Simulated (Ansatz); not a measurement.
# Pb chain started as a zigzag: period, moment and channels by functional, part 2 of 4

Aim: how far do the period, the moment and the conductance of the Pb chain started as a zigzag depend on the functional, the datasets and spin-orbit coupling, and at what cost?

Ansatz 0.2.0; DFT PBE, plane waves, PAW; relaxation of a chain's period (the session's first sound run).

So far. Step 2 (The relaxed wire, level PBE, cutoff 420 eV): The cell's length comes to 4.896 Å with no moment.

**3. Bands of the perfect wire, level PBE, functional PBE**

This step: DFT PBE, plane waves, PAW; channels and complex bands of a perfect chain (Ansatz 0.2.0).

At the relaxed period the Bloch states of the perfect chain are found at each energy: those that move forward count the open channels, and those that decay describe how a disturbance dies away inside the wire itself. An energy step of 0.035 eV is under the 0.039 eV that the program asks for its thermal average at 300 K.

The input, input.yaml:

```yaml
crystal:
  lattice:
    - [9.0, 0.0, 0.0]
    - [0.0, 7.5, 0.0]
    - [0.0, 0.0, 4.8961924841]
  atoms:
    - { symbol: Pb, position: [0.412626798, 0.5, 0.0] }
    - { symbol: Pb, position: [0.587373202, 0.5, 0.5] }
kpoints:
  mp_grid: { grid: [1, 1, 17] }
  band_path: { path: ["Γ", Z], npoints: 60 }
scf:
  occupations: { method: fermi_dirac, width: 0.05 }
hamiltonian:
  xc: pbe
output:
  transmission:
    e_range: [-2, 2]
    de: 0.035
    kmesh: [1, 1]
    reduced_basis: true
    leads: [[0, 0]]
  dos: { projected: true, e_range: [-6, 4] }
  write_potential: true
  write_density: true
  volumetric_format: npy
  elf: true
```

Run with:

```bash
$ ansatz run input.yaml --threads 4 --pin off --max-ram 8192MiB --backend cpu --events-out ev --progress --plain --runs-dir out
```

Numbers of over 12 decimals in the logs are rounded to 6 here.

Log:

```text
[...]
Crystal: 2 atoms, lattice volume = 330.493 Å³
Basis set: ecut = 420 eV, 6439 PW (Γ)
Bands: 18, of which v1, the nominal top of the filled ones, is band 14 counted from 1 (13 counted from 0)
Symmetry: 8 space group operations
[...]
k-points: 9 of 17
[...]
SCF iter   1: F=—  HF=-23810.680556 eV  |F-HF|=—  |Δ(HF+E_count)|=         —  Δρ=1.39e-3  dr2=1.93e-2  ethr=1.77e-3  ⟨swp⟩=7.6  Hψ=939  notcnv=0
[...]
SCF iter   7: F=-23810.676441 eV  HF=-23810.676441 eV  |F-HF|=8.23e-9  |Δ(HF+E_count)|=   1.34e-7  Δρ=1.46e-6  dr2=9.38e-9  ethr=3.57e-10  ⟨swp⟩=4.2  Hψ=499  notcnv=0
SCF 1 converged in 7 iterations: F = -23810.676441 eV  dr2 = 9.38e-9
[...]
NSCF: frozen V_eff on 61 k-points
transmission: 7 of 42 steps passed
transmission: 14 of 42 steps passed
[...]
transmission: 42 of 42 steps passed
WARN: The output density's exchange-correlation potential varies sharply where the density is thin. Do not read a vacuum level from v_tot or v_xc, or from such a field of the output density. On a cell that repeats whose density bears no net charge and no dipole along the vacuum's axis use v_es (v_loc + v_h of the components); under efield.dipole_correction with no amplitude use v_es + v_field, which holds any externa [...]
SCF converged after 7 iterations
Free energy (F): -23810.676441 eV
[...]
Internal energy: -23810.660246 eV  (E = F + TS)
E sigma→0 (E₀):  -23810.668343 eV
Entropy (-TS):   -0.016194 eV (-8.097 meV/atom)
Fermi energy:    -1.215643 eV
[...]
--- Band table (eV; the first three rows and the last of 9) ---
  k-point 0: bands = [... 10 lower, -10.8369, -7.1050, -1.9635, -1.9427, -0.3126, -0.0624, 1.2808, 1.7784]
  k-point 1: bands = [... 10 lower, -10.8146, -7.1478, -2.0728, -1.9205, -0.3281, 0.1447, 1.2570, 1.7607]
  k-point 2: bands = [... 10 lower, -10.7477, -7.2748, -2.2902, -1.8541, -0.3831, 0.6512, 1.1826, 1.7038]
  k-point 8: bands = [... 10 lower, -9.4668, -9.1326, -2.1515, -1.8837, -0.6230, -0.3146, 2.1894, 2.4883]
--- Transmission ---
  basis      : 595 plane waves across, 7 finite elements along
  points     : 1, standing for a mesh of 1 x 1
  filling    : by the input's occupations and mesh, since the crystals that have channels conduct as metals do. If one of these is a semiconductor, that mesh has misplaced its level
  energies   : 115 from -2.000000 to 1.990000 eV about the Fermi level, 0.035000 eV apart; the leads are filled to 0.000000 eV, and channels, transmission and decay are at -0.005000 eV
  crystal 0  : Pb2, at the sites [0, 0], period 4.8962 Å: whole cells are its period
    offset         : up to 0.0000 Å between an atom of the period and one for which it stands
    filled         : 4.1 meV under the level at which it is neutral
    channels       : 2.000000e0 a spin
    conductance    : 2.2957e14 S/m² at 300 K; may be off by some 0.0 % by where its bands' edges are placed, 0.0 % from the distance to neutral
```

Run time: 25 s. Hardware: 4 threads of Intel Xeon 6975P-C (Granite Rapids), shared host; peak memory 0.88 GiB.

In the SCF lines HF is the Harris–Foulkes energy and dr2 the Hartree energy of the density residual, in eV; the loop may stop once dr2 is under the threshold and the program's other checks hold. Hψ counts applications of the Hamiltonian.

Numbers from this step:

```yaml
energy_at_zero_smearing: -23810.6683 eV
channels_at_the_energy_nearest_the_fermi_level_one_spin: 2
conductance_of_the_lead_as_this_run_defines_it: 2.000 G₀
band_gap: 0 eV
```

Table of open channels of the lead, one spin by energy, zero at the Fermi level:

| energy (eV) | open channels of the lead, one spin |
| --- | --- |
| -1.405 | 0 |
| -1.195 | 2 |
| -0.985 | 2 |
| -0.810 | 2 |
| -0.600 | 2 |
| -0.390 | 2 |
| -0.215 | 2 |
| -0.005 | 2 |
| 0.205 | 2 |
| 0.415 | 2 |
| 0.590 | 2 |
| 0.800 | 2 |
| 1.010 | 1 |
| 1.185 | 2 |
| 1.395 | 2 |
| 1.605 | 2 |
| 1.815 | 2 |

The slowest values at each energy, most degenerate partners merged, listed up to 1.5 1/Å. Im kz of the slowest decaying states against energy, zero at the Fermi level:

| energy (eV) | decay 1 (Å⁻¹) | decay 2 (Å⁻¹) | decay 3 (Å⁻¹) | decay 4 (Å⁻¹) |
| --- | --- | --- | --- | --- |
| -2.000 | 0.262 | 0.557 | 0.939 | 1.20 |
| -1.790 | 0.215 | 0.511 | 0.915 | 1.18 |
| -1.615 | 0.163 | 0.468 | 0.893 | 1.16 |
| -1.405 | 0.0431 | 0.411 | 0.866 | 1.14 |
| -1.195 | 0.343 | 0.838 | 1.11 | 1.21 |
| -0.985 | 0.256 | 0.808 | 1.09 | 1.18 |
| -0.810 | 0.146 | 0.782 | 1.07 | 1.16 |
| -0.600 | 0.0758 | 0.749 | 1.04 | 1.13 |
| -0.390 | 0.105 | 0.713 | 1.01 | 1.11 |
| -0.215 | 0.117 | 0.682 | 0.991 | 1.08 |
| -0.005 | 0.123 | 0.641 | 0.963 | 1.06 |
| 0.205 | 0.122 | 0.596 | 0.934 | 1.03 |
| 0.415 | 0.116 | 0.545 | 0.904 | 0.998 |
| 0.590 | 0.106 | 0.496 | 0.878 | 0.973 |
| 0.800 | 0.0886 | 0.418 | 0.845 | 0.942 |
| 1.010 | 0.0589 | 0.253 | 0.812 | 0.909 |
| 1.185 | 0.277 | 0.782 | 0.881 | 0.973 |
| 1.395 | 0.283 | 0.745 | 0.845 | 0.948 |
| 1.605 | 0.279 | 0.706 | 0.807 | 0.922 |
| 1.815 | 0.268 | 0.665 | 0.767 | 0.896 |

The electronic bands at the labelled points (eV, zero at the Fermi level):

| point | band 12 | band 13 | band 14 | band 15 | band 16 | band 17 | band 18 |
| --- | --- | --- | --- | --- | --- | --- | --- |
| Γ | -5.89 | -0.75 | -0.73 | 0.90 | 1.15 | 2.50 | 2.99 |
| halfway | -6.61 | -1.38 | -0.33 | 0.46 | 2.02 | 2.79 | 3.39 |
| Z | -8.09 | -0.81 | -0.81 | 0.74 | 0.74 | 3.55 | 3.55 |

The electronic bands as a text plot (rows in eV, shown from -8.0 to 2.8 only):

```
    2.6 |***************   **************
    2.1 |              ****************
    1.7 |        ******                ***********
    1.2 |********                                 **********
    0.8 |**************************                         *****
    0.3 |                          **********      **********
   -0.1 |                            *****************
   -0.6 |****************************                 ***********
   -1.0 |    ***************                       **************
   -1.5 |                   ***********************
   -1.9 |
   -2.4 |
   -2.8 |
   -3.3 |
   -3.7 |
   -4.2 |
   -4.6 |
   -5.1 |
   -5.5 |
   -6.0 |******************
   -6.4 |                  **********
   -6.9 |                            **********
   -7.3 |                                      ********
   -7.8 |                                              *********
         Γ                                                      Z
```

ELF in the ca plane at fractional y = 0.500, with atoms of Pb within 0.2 Å of it. It is the smooth field of the valence electrons, not physical close to the nuclei.

Ten even steps from '0' (0.00) to '9' (0.50), each cell a mean:
```
00000000000000
00000000000000
00001122210000
00013445432100
00136788775210
01368999998520
12589998999741
24799888899963
35898621488964
45788400178864
55787511377765
76677765667767
35777666667763
02678655578740
02789644589851
57899633479986
89998521369998
99996310147999
99864100025789
66531000012456
33210000001123
11000000000001
00000000000000
00000000000000
```
Columns run along c (4.9 Å), rows up along a (9.0 Å). Atoms in or near the plane, at fractional coordinates: Pb at (0.00, 0.41), Pb at (0.50, 0.59).

Electrostatic potential energy in the ca plane at fractional y = 0.500, with atoms of Pb within 0.2 Å of it. With pseudopotentials it is smooth inside the atoms' cores, unlike the true potential.

Values in eV, 24 rows by 14 columns, each cell a mean:
```
  3   3   3   3   3   3   3   3   3   3   3   3   3   3
  3   3   3   3   3   3   3   3   3   3   3   3   3   3
  3   3   3   3   2   2   2   2   2   2   3   3   3   3
  3   3   3   2   2   2   2   2   2   2   2   3   3   3
  3   3   3   2   2   2   1   1   2   2   2   2   3   3
  3   3   2   2   1   0  -1  -1   0   1   2   2   3   3
  3   3   2   1  -1  -4  -7  -8  -6  -2   0   2   2   3
  3   2   2   0  -5 -19 -33 -36 -28 -11  -2   1   2   3
  2   2   1  -2 -15 -39 -39 -37 -42 -30  -7   0   2   2
  0   0   0  -4 -22 -41 -30 -24 -36 -37 -11  -2   0   0
 -6  -4  -3  -4 -18 -41 -37 -33 -40 -34  -9  -3  -3  -5
-31 -23 -10  -5  -8 -26 -38 -39 -35 -17  -5  -6 -15 -28
-39 -41 -27  -7  -4  -7 -13 -16 -11  -5  -4 -14 -36 -41
-25 -37 -36 -11  -2  -1  -2  -2  -1  -1  -4 -22 -41 -31
-29 -39 -35 -10  -1   1   1   1   1   1  -3 -20 -40 -34
-42 -39 -21  -4   0   2   2   2   2   1  -1 -10 -30 -42
-20 -13  -5  -1   1   2   3   3   3   2   1  -2  -8 -17
 -3  -2   0   1   2   3   3   3   3   2   2   1  -1  -2
  1   1   1   2   2   3   3   3   3   3   2   2   1   1
  2   2   2   2   3   3   3   3   3   3   2   2   2   2
  2   2   2   2   3   3   3   3   3   3   3   2   2   2
  2   2   3   3   3   3   3   3   3   3   3   3   2   2
  3   3   3   3   3   3   3   3   3   3   3   3   3   3
  3   3   3   3   3   3   3   3   3   3   3   3   3   3
```
Columns run along c (4.9 Å; values clipped at the 3rd and 97th percentile), rows up along a (9.0 Å). Atoms in or near the plane, at fractional coordinates: Pb at (0.00, 0.41), Pb at (0.50, 0.59).

Valence density in the ca plane at fractional y = 0.500, with atoms of Pb within 0.2 Å of it. It is the smooth field of the valence electrons, not physical close to the nuclei.

Ten steps, logarithmic in the rise over the least value, from '_' (0.00 × 1e0 e/Å³) to '@' (9.08 × 1e0 e/Å³), each cell a mean:
```
____________________________
____________________________
____________________________
____________________________
____________________________
__________..........________
______....::------::..______
______..::==++**++--::..____
__....::==**%%%%##++--::..__
....::--==##@@@@%%**--::....
--::::--==##%%@@%%++--::::::
++++------++**##**==----==++
%%##++--------==------==**%%
@@%%**==::::::::::::--++##@@
@@%%**--::..........::==##@@
##**==::..________..::--++##
====::....__________..::--==
::::..________________....::
____________________________
____________________________
____________________________
____________________________
____________________________
____________________________
```
Columns run along c (4.9 Å), rows up along a (9.0 Å). Atoms in or near the plane, at fractional coordinates: Pb at (0.00, 0.41), Pb at (0.50, 0.59).

By hand: the program gives 2.2957 × 10^14 S/m² over the cell's cross-section of 67.50 Å² = 6.750 × 10^-19 m², so one cell conducts 1.550 × 10^-4 S. Divided by G0 = 2e²/h = 7.748 × 10^-5 S this is 2.00 G0, a resistance of 6.45 kΩ.

At the computed energy nearest the Fermi level there are 2 channels a spin, and the thermal average gives 2.00 G₀.

**4. Relaxing the period**

This step: DFT RPBE, plane waves, PAW; relaxation of a chain's period (Ansatz 0.2.0).

The relaxation is repeated under another functional. RPBE strengthens the exchange enhancement and tends to longer, weaker bonds than PBE.

The input, input.yaml:

```yaml
crystal:
  lattice:
    - [9.0, 0.0, 0.0]
    - [0.0, 7.5, 0.0]
    - [0.0, 0.0, 4.8985932452]
  atoms:
    - { symbol: Pb, position: [0.427649216, 0.5, 0.0], spin: 0.5 }
    - { symbol: Pb, position: [0.572350784, 0.5, 0.5], spin: 0.5 }
magnetization:
  spin_polarized: true
kpoints:
  mp_grid: { grid: [1, 1, 17] }
scf:
  occupations: { method: fermi_dirac, width: 0.05 }
hamiltonian:
  xc: rpbe
relax:
  cell: { fix: [a, b, alpha, beta, gamma] }
  max_steps: 60
```

Log:

```text
[...]
Crystal: 2 atoms, lattice volume = 330.655 Å³
Basis set: ecut = 420 eV, 6439 PW (Γ), exchange–correlation on 128×108×72 points (8 copies of the dense FFT grid, shifted against one another)
Bands: 19, of which v1, the nominal top of the filled ones, is band 14 counted from 1 (13 counted from 0)
Symmetry: 8 space group operations
[...]
0.000000       0.278970       0.000000
       -0.000000       0.000000      -0.031691
  P = ⅓ Tr σ = 0.1112 GPa (1.112 kbar)
--- Relaxed structure (3 steps of the walk, 3 accepted, 1 SCFs on fresh bases) ---
[...]
cell:  # Å, volume = 333.8539 Å³
    - [9.0, 0, 0]
    - [0, 7.5, 0]
    - [0, 0, 4.945984]
  atoms:
    - { symbol: Pb, position: [0.411075, 0.500000, 0] }
    - { symbol: Pb, position: [0.588925, 0.500000, 0.5] }
[key lines of the parts left out:]
SCF converged after 6 iterations
Magnetization: -0.0000 μB (14.0000 up, 14.0000 down)
Free energy (F): -23841.558668 eV
Fermi energy:    -1.111588 eV
```

The job ended after 6.7 s (4 threads; peak memory 0.7 GiB).

The steps of the relaxation:

| step | energy less that of the first step (eV) | largest force component (eV/Å) | pressure (GPa) | volume (Å³) |
| --- | --- | --- | --- | --- |
| 1 | 0.0000 | 1.1473 | 0.93 | 330.66 |
| 2 | -0.1606 | 0.3158 | -0.05 | 332.73 |
| 3 | -0.1753 | 0.0099 | 0.11 | 333.85 |
| 4* | -0.1754 | 0.0100 | 0.11 | 333.85 |

Relaxation steps marked * repeat the geometry before them on a plane-wave basis chosen anew for their cell, so energy and pressure can jump there.

The run keeps the 8 symmetry operations that it works with, so distortions that break them were not tested.

| cell as run | before | after | change |
| --- | --- | --- | --- |
| c (Å) | 4.899 | 4.946 | +1.0 % |

The atoms that moved most (Å, along periodic axes as changes of fractional coordinates times the final cell, across vacuum about the mean position):

| atom | dx | dy | dz | length |
| --- | --- | --- | --- | --- |
| Pb1 | -0.149 | 0.000 | 0.000 | 0.149 |
| Pb2 | 0.149 | 0.000 | 0.000 | 0.149 |

The relaxed structure:

```xyz
2
Lattice="9.0000 0.0000 0.0000 0.0000 7.5000 0.0000 0.0000 0.0000 4.9460" Properties=species:S:1:pos:R:3
Pb    3.6997    3.7500    0.0000
Pb    5.3003    3.7500    2.4730
```

The cell's length comes to 4.946 Å, +1.0 % against the first run, with no moment.

The cell grew by 1.0 % in its periodic edges. First to last step the energy falls by 0.175 eV, across changes of basis; the largest move, 0.15 Å, is that of Pb1 and 1 other atom alike.

**5. The wire at its relaxed period, level RPBE, functional RPBE**

This step: DFT RPBE, plane waves, PAW; channels and complex bands of a perfect chain (Ansatz 0.2.0).

The channels are counted again under RPBE, at the period that it gave.

The input, input.yaml:

```yaml
crystal:
  lattice:
    - [9.0, 0.0, 0.0]
    - [0.0, 7.5, 0.0]
    - [0.0, 0.0, 4.945984439]
  atoms:
    - { symbol: Pb, position: [0.411074886, 0.5, 0.0] }
    - { symbol: Pb, position: [0.588925114, 0.5, 0.5] }
kpoints:
  mp_grid: { grid: [1, 1, 17] }
  band_path: { path: ["Γ", Z], npoints: 60 }
scf:
  occupations: { method: fermi_dirac, width: 0.05 }
hamiltonian:
  xc: rpbe
output:
  transmission:
    e_range: [-2, 2]
    de: 0.035
    kmesh: [1, 1]
    reduced_basis: true
    leads: [[0, 0]]
  dos: { projected: true, e_range: [-6, 4] }
```

Log:

```text
[...]
Crystal: 2 atoms, lattice volume = 333.854 Å³
Basis set: ecut = 420 eV, 6527 PW (Γ)
Bands: 18, of which v1, the nominal top of the filled ones, is band 14 counted from 1 (13 counted from 0)
Symmetry: 8 space group operations
[...]
k-points: 9 of 17
[...]
k-point 8: bands = [... 10 lower, -9.3259, -9.0072, -2.0379, -1.7820, -0.5155, -0.2183, 2.1100, 2.4033]
--- Transmission ---
  basis      : 595 plane waves across, 7 finite elements along
  points     : 1, standing for a mesh of 1 x 1
[...]
crystal 0  : Pb2, at the sites [0, 0], period 4.9460 Å: whole cells are its period
[...]
filled         : 4.6 meV under the level at which it is neutral
    channels       : 2.000000e0 a spin
[...]
[key lines of the parts left out:]
SCF converged after 7 iterations
Free energy (F): -23841.558634 eV
Fermi energy:    -1.111497 eV
```

The job ended after 20 s (4 threads; peak memory 0.86 GiB).

At the computed energy nearest the Fermi level there are 2 channels a spin, and the thermal average gives 2.00 G₀.

**6. The relaxed wire**

This step: DFT LDA, plane waves, PAW; relaxation of a chain's period (Ansatz 0.2.0).

The relaxation is repeated under another functional. LDA has no gradient terms and tends to overbind, so it marks the short end of the likely bond lengths.

The input, input.yaml:

```yaml
crystal:
  lattice:
    - [9.0, 0.0, 0.0]
    - [0.0, 7.5, 0.0]
    - [0.0, 0.0, 4.8985932452]
  atoms:
    - { symbol: Pb, position: [0.427649216, 0.5, 0.0], spin: 0.5 }
    - { symbol: Pb, position: [0.572350784, 0.5, 0.5], spin: 0.5 }
magnetization:
  spin_polarized: true
kpoints:
  mp_grid: { grid: [1, 1, 17] }
scf:
  occupations: { method: fermi_dirac, width: 0.05 }
hamiltonian:
  xc: lda
relax:
  cell: { fix: [a, b, alpha, beta, gamma] }
  max_steps: 60
```

Log:

```text
[...]
Crystal: 2 atoms, lattice volume = 330.655 Å³
Basis set: ecut = 420 eV, 6439 PW (Γ)
Bands: 19, of which v1, the nominal top of the filled ones, is band 14 counted from 1 (13 counted from 0)
Symmetry: 8 space group operations
[...]
k-points: 9 of 17
[...]
Starting moments: Σ|m| = 1 μB on 2 of 2 sites
[...]
0.000000       0.267304      -0.000000
        0.000000      -0.000000      -0.024216
  P = ⅓ Tr σ = 0.1064 GPa (1.064 kbar)
--- Relaxed structure (5 steps of the walk, 4 accepted, 1 SCFs on fresh bases) ---
[...]
cell:  # Å, volume = 321.4784 Å³
    - [9.0, 0, 0]
    - [0, 7.5, 0]
    - [0, 0, 4.762643]
  atoms:
    - { symbol: Pb, position: [0.416017, 0.5, 0] }
    - { symbol: Pb, position: [0.583983, 0.5, 0.5] }
[key lines of the parts left out:]
SCF converged after 5 iterations
Magnetization: 0.0000 μB (14.0000 up, 14.0000 down)
Free energy (F): -23201.920386 eV
Fermi energy:    -1.451450 eV
```

The job ended after 8.4 s (4 threads; peak memory 0.64 GiB; 26 s of CPU time).

The steps of the relaxation:

| step | energy less that of the first step (eV) | largest force component (eV/Å) | pressure (GPa) | volume (Å³) |
| --- | --- | --- | --- | --- |
| 1 | 0.0000 | 0.5316 | 0.29 | 330.66 |
| 2 | -0.0233 | 0.4162 | -0.21 | 324.37 |
| 3 | -0.0476 | 0.0332 | 0.04 | 324.10 |
| 4 | -0.0474 | 0.0350 | 0.15 | 317.68 |
| 5 | -0.0492 | 0.0015 | 0.11 | 321.48 |
| 6* | -0.0490 | 0.0014 | 0.11 | 321.48 |

Relaxation steps marked * repeat the geometry before them on a plane-wave basis chosen anew for their cell, so energy and pressure can jump there. Relaxation step 4 was tried and not accepted.

The run keeps the 8 symmetry operations that it works with, so distortions that break them were not tested.

| cell as run | before | after | change |
| --- | --- | --- | --- |
| c (Å) | 4.899 | 4.763 | -2.8 % |

The atoms that moved most (Å, along periodic axes as changes of fractional coordinates times the final cell, across vacuum about the mean position):

| atom | dx | dy | dz | length |
| --- | --- | --- | --- | --- |
| Pb1 | -0.105 | 0.000 | 0.000 | 0.105 |
| Pb2 | 0.105 | 0.000 | 0.000 | 0.105 |

The relaxed structure:

```xyz
2
Lattice="9.0000 0.0000 0.0000 0.0000 7.5000 0.0000 0.0000 0.0000 4.7626" Properties=species:S:1:pos:R:3
Pb    3.7442    3.7500    0.0000
Pb    5.2558    3.7500    2.3813
```

The cell's length comes to 4.763 Å, -2.7 % against the first run, with no moment.

The cell shrank by 2.8 % in its periodic edges. First to last step the energy falls by 0.049 eV, across changes of basis; the largest move, 0.10 Å, is that of Pb1 and 1 other atom alike.

(Continued in part 3 of 4.)

[Logs are printed without paths, hosts, clocks, repeated set-up lines and the standing remarks that a program may print on its own settings, such as how far it seeks lower states.]

[Hosts, paths, dates, database ids (printed as entryN), source tags and the programs' standing remarks are cut or masked in the printed files.]
